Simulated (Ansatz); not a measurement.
# Heat carried by phonons in GaN (P6_3mc)

How well does the lattice of GaN conduct heat?

What experiment has found for this phase:
- thermal conductivity 210 W/m/K near room temperature (given in “Combining the AFLOW GIBBS and Elastic Libraries to efficiently and robustly screen thermo-mechanical properties of solids”, 2017, arXiv:1611.05714)

Calculated with Ansatz 0.2.0; DFT LDA, scalar-relativistic, plane waves, PAW; PAW set soft_1.

This is a report of a sequence of runs, with most program output left out.

The database entry behind the starting cell differs from later determinations by our own check (about 0.3 % short, ideal inner coordinate), so it need not match the best structure at ambient conditions.

### Step 1. Starting point

The structure is hexagonal, space group P6_3mc (No. 186). Conventional cell: a = 3.180 Å, b = 3.180 Å, c = 5.166 Å, α = 90.00°, β = 90.00°, γ = 120.00°. Nearest to Ga lie 4 N at 1.94 to 1.95 Å. N has 4 Ga at 1.94 to 1.95 Å nearest. Farther neighbours and most contacts between anions are not listed.

### Step 2. A first coarse run

A cheap single point shows whether the cell is a metal or an insulator and how far it is from rest; that sets the k-mesh and the occupations of what follows.

The input, input.yaml:

```yaml
crystal:
  lattice:
    - [3.18, 0.0, 0.0]
    - [-1.59, 2.753960784, 0.0]
    - [0.0, 0.0, 5.166]
  atoms:
    - { symbol: Ga, position: [0.3333333333, 0.6666666667, 0.0] }
    - { symbol: Ga, position: [0.6666666667, 0.3333333333, 0.5] }
    - { symbol: "N", position: [0.3333333333, 0.6666666667, 0.375] }
    - { symbol: "N", position: [0.6666666667, 0.3333333333, 0.875] }
kpoints:
  mp_grid: { grid: [6, 6, 4] }
hamiltonian:
  xc: lda
  pseudopotentials: { kind: paw, azcp: { folder: soft_1 }, xc_functional: pbe }
scf:
  occupations: { method: gaussian, width: 0.1 }
  lower_state_search: "off"
output:
  forces: true
  stress: true
  eigenvalues: true
```

Launch:

```sh
ansatz run input.yaml --threads 18 --pin off --max-ram 92160MiB --backend cuda --events-out ev --progress --plain --runs-dir out --max-vram 78GiB
```

Elapsed: 1.3 s, on 1 × NVIDIA GB200 with 18 threads of Arm Neoverse V2, shared host; peak memory 1.1 GiB.

A gap read on the k-mesh alone can miss the band edges.

This step gave:

```
pressure          : -4.497 GPa
gap on the k-mesh : 1.976 eV
volume per atom   : 11.31 Å³/atom
```

Force by atom:

| atom | x (eV/Å) | y (eV/Å) | z (eV/Å) | size |
| --- | --- | --- | --- | --- |
| Ga1 | 0.000 | 0.000 | -0.126 | 0.126 |
| Ga2 | 0.000 | 0.000 | -0.126 | 0.126 |
| N3 | 0.000 | 0.000 | 0.126 | 0.126 |
| N4 | 0.000 | 0.000 | 0.126 | 0.126 |

The start is under -4.5 GPa at this level and looks like an insulator or semiconductor on this mesh.

### Step 3. Finding the static equilibrium

The vibrations must be taken about the equilibrium of this functional, not about the starting cell, so the structure is relaxed.

input.yaml, the sections that differ from step 2:

```yaml
kpoints:
  mp_grid: { grid: [12, 12, 6] }
scf:
  occupations: { method: gaussian, width: 0.02 }
  lower_state_search: "off"
relax:
  adjacent_minimum: "off"
  f_tol: 0.005
  max_steps: 80
  cell: { stress_tol: 0.05 }
# crystal, hamiltonian, output: as in step 2
```

Run time: 9 s. Hardware: 1 × NVIDIA GB200 with 18 threads; peak memory 1.1 GiB; 26 s of CPU time.

Relaxation path:

| step | energy less that of the first step (eV) | largest force component (eV/Å) | pressure (GPa) | volume (Å³) |
| --- | --- | --- | --- | --- |
| 1 | 0.0000 | 0.1258 | -4.47 | 45.24 |
| 2 | -0.0148 | 0.0926 | -1.82 | 44.62 |
| 3 | -0.0187 | 0.0344 | 0.13 | 44.19 |
| 4 | -0.0187 | 0.0176 | 0.06 | 44.20 |
| 5 | -0.0187 | 0.0003 | 0.00 | 44.22 |
| 6 | -0.0165 | 0.0002 | -0.07 | 44.22 |
| 7 | -0.0166 | 0.0000 | 0.00 | 44.20 |
| 8* | -0.0165 | 0.0000 | 0.00 | 44.20 |

Relaxation steps marked * repeat the geometry before them on a plane-wave basis chosen anew for their cell, so energy and pressure can jump there. The log counts 2 steps on a newly chosen plane-wave basis, not all of them marked here; energy and pressure can jump at such steps.

The run keeps the 12 symmetry operations that it works with, so distortions that break them were not tested.

| conventional cell, symmetrised | before | after | change |
| --- | --- | --- | --- |
| a (Å) | 3.180 | 3.152 | -0.9 % |
| b (Å) | 3.180 | 3.152 | -0.9 % |
| c (Å) | 5.166 | 5.138 | -0.5 % |
| volume (Å³/atom) | 11.31 | 11.05 | -2.3 % |

Final coordinates:

```cif
data_structure
_symmetry_space_group_name_H-M 'P 1'
_symmetry_Int_Tables_number 1
_cell_length_a 3.1516
_cell_length_b 3.1516
_cell_length_c 5.1383
_cell_angle_alpha 90.000
_cell_angle_beta 90.000
_cell_angle_gamma 120.000
_cell_volume 44.20
loop_
_atom_site_label
_atom_site_type_symbol
_atom_site_fract_x
_atom_site_fract_y
_atom_site_fract_z
_atom_site_occupancy
Ga1 Ga 0.33333 0.66667 0.99930 1
Ga2 Ga 0.66667 0.33333 0.49930 1
N3 N 0.33333 0.66667 0.37570 1
N4 N 0.66667 0.33333 0.87570 1
```

Numbers from this step:

```yaml
pressure: -0.001566 GPa
gap_on_the_k_mesh: 2.134 eV
volume_per_atom: 11.05 Å³/atom
```

The relaxation ends with a largest force component of 2.0e-5 eV/Å and a pressure of 0.00 GPa.

### Step 4. Relaxing to small residual forces and stress

The relaxation is repeated with tighter thresholds on force and stress, since phonons are sensitive to what is left; a change of mesh or smearing in the input moves the cell too.

input.yaml, the sections that differ from step 3:

```yaml
crystal:
  lattice:
    - [3.15164975, 0.0, 0.0]
    - [-1.575824875, 2.7294087473, 0.0]
    - [0.0, 0.0, 5.1383029334]
  atoms:
    - { symbol: Ga, position: [0.3333333333, 0.6666666667, -0.0006990692] }
    - { symbol: Ga, position: [0.6666666667, 0.3333333333, 0.4993009308] }
    - { symbol: "N", position: [0.3333333333, 0.6666666667, 0.3756990692] }
    - { symbol: "N", position: [0.6666666667, 0.3333333333, 0.8756990692] }
scf:
  occupations: { method: fixed }
  lower_state_search: "off"
relax:
  adjacent_minimum: "off"
  f_tol: 0.001
  max_steps: 60
  cell: { stress_tol: 0.01 }
# kpoints, hamiltonian, output: as in step 3
```

Run time: 2.9 s. Hardware: 1 × NVIDIA GB200 with 18 threads; peak memory 1 GiB; 7.4 s of CPU time.

Little changed from the start: no atom moved by 0.005 Å and no cell edge by 0.1 %.

This step gave:

```yaml
pressure: -0.001564 GPa
```

The residual pressure is -0.0016 GPa, small enough for phonons.

### Step 5. A faulty attempt

This input was changed on purpose, to see how the program answers.

input.yaml, the sections that differ from step 4:

```yaml
kpoints:
  mp_grid: { grid: [9, 9, 6] }
scf:
  occupations: { method: fixed }
  lower_state_search: "off"
  max_iter: 80
output:
  eigenvalues: true
phonons:
  supercell: [3, 3, 2]
  dielectric: false
  lattice_thermal_conductivity:
    qmesh: [11, 11, 7]
    temperatures: [300]
    isotope_mass_variance:
      - { species: Ga, variance: 0.0001971 }
      - { species: "N", variance: 1.838e-05 }
# crystal, hamiltonian: as in step 4
# relax: removed
```

Wall time 0.03 s (18 threads); peak memory 0.035 GiB.

The input was rejected at the start.

The program's message: “Error: invalid value for `phonons.lattice_thermal_conductivity`: set without third_order — the Boltzmann solve scatters phonons through the third-order force constants, which that block's batch comput …”

The fault put into the input: a conductivity without third-order constants.

(Part 1 of 2 ends here.)

[Logs are printed without paths, hosts, clocks, repeated set-up lines and the standing remarks that a program may print on its own settings, such as how far it seeks lower states.]

[Hosts, paths, dates, database ids (printed as entryN), source tags and the programs' standing remarks are cut or masked in the printed files.]

[A step with changed settings may run another functional than the one named; its input shows which.]
